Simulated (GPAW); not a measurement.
Records of electronic-structure calculations.

**A GW chain in GPAW: OsBr2 (1T monolayer)**

The cell holds 3 atoms: 1 Os and 2 Br. Cell: a = 3.827 Å, b = 3.827 Å, c = 14.200 Å, α = 90.0°, β = 90.0°, γ = 120.0°. Vacuum lies along c.

```xyz
3
Lattice="3.8275 0.0000 0.0000 -1.9137 3.3147 0.0000 0.0000 0.0000 14.2000" Properties=species:S:1:pos:R:3
Os    0.0000    0.0000    7.1000
Br    0.0000    2.2098    8.3628
Br    1.9137    1.1049    5.8372
```

```
method               : DFT, PBE, plane waves, PAW (and 1 further level or step)
program              : GPAW 26.7.0
settings             : cutoff 450 eV, GPAW PAW setups 1.2.1 data release, 9×9×1 k-mesh, nbands 302
cost                 : 4 runs, 5.3 min in all on 8 MPI ranks of Intel Xeon 6975P-C (Granite Rapids), shared host
notes                : The structure was relaxed with PBE. Limits: no spin polarisation; no spin-orbit coupling. The runs have no spin polarisation. For a closed low-spin shell that is the natural state; where a d or f shell is open it is a constraint, and the gap is then not the crystal’s own.
PBE gap              : 1.18 eV, direct
G0W0 gap on the mesh : 2.49 eV
GW settings          : 9×9×1 mesh, 136 bands, screening to 48 eV, full frequency, Hilbert transform
known limits         : short of the basis limit; no spin polarisation; d states lean on the start; no spin-orbit coupling
```

G0W0 moves the gap on the mesh from 1.18 eV to 2.49 eV (+1.31 eV), with Z of 0.71 and 0.74 at the edges. The dearest step here is «screening and self-energy».

[Long decimals in the printed logs are rounded to 6 places.]

[Logs are printed without paths, hosts, clocks, repeated set-up lines and the standing remarks that a program may print on its own settings, such as how far it seeks lower states.]

[Paths, hosts, dates, memory and timing lines, banners, echoed tables and standing remarks are left out of the program output; an Ansatz launch command may be rebuilt from the run's recorded settings. Measured values are a selection of at most five: reports struck by readers or far from the other reports are left out. None is set beside runs whose start may be inverted or whose files or cutoffs have a known fault.]

[Runs of the session that timed out or met a known fault of the program may be left out.]

[Hosts, paths, dates, database ids (printed as entryN), source tags and the programs' standing remarks are cut or masked in the printed files.]

[Where the starting crystal was built by hand or by swapping elements, it need not be the compound's stable phase.]
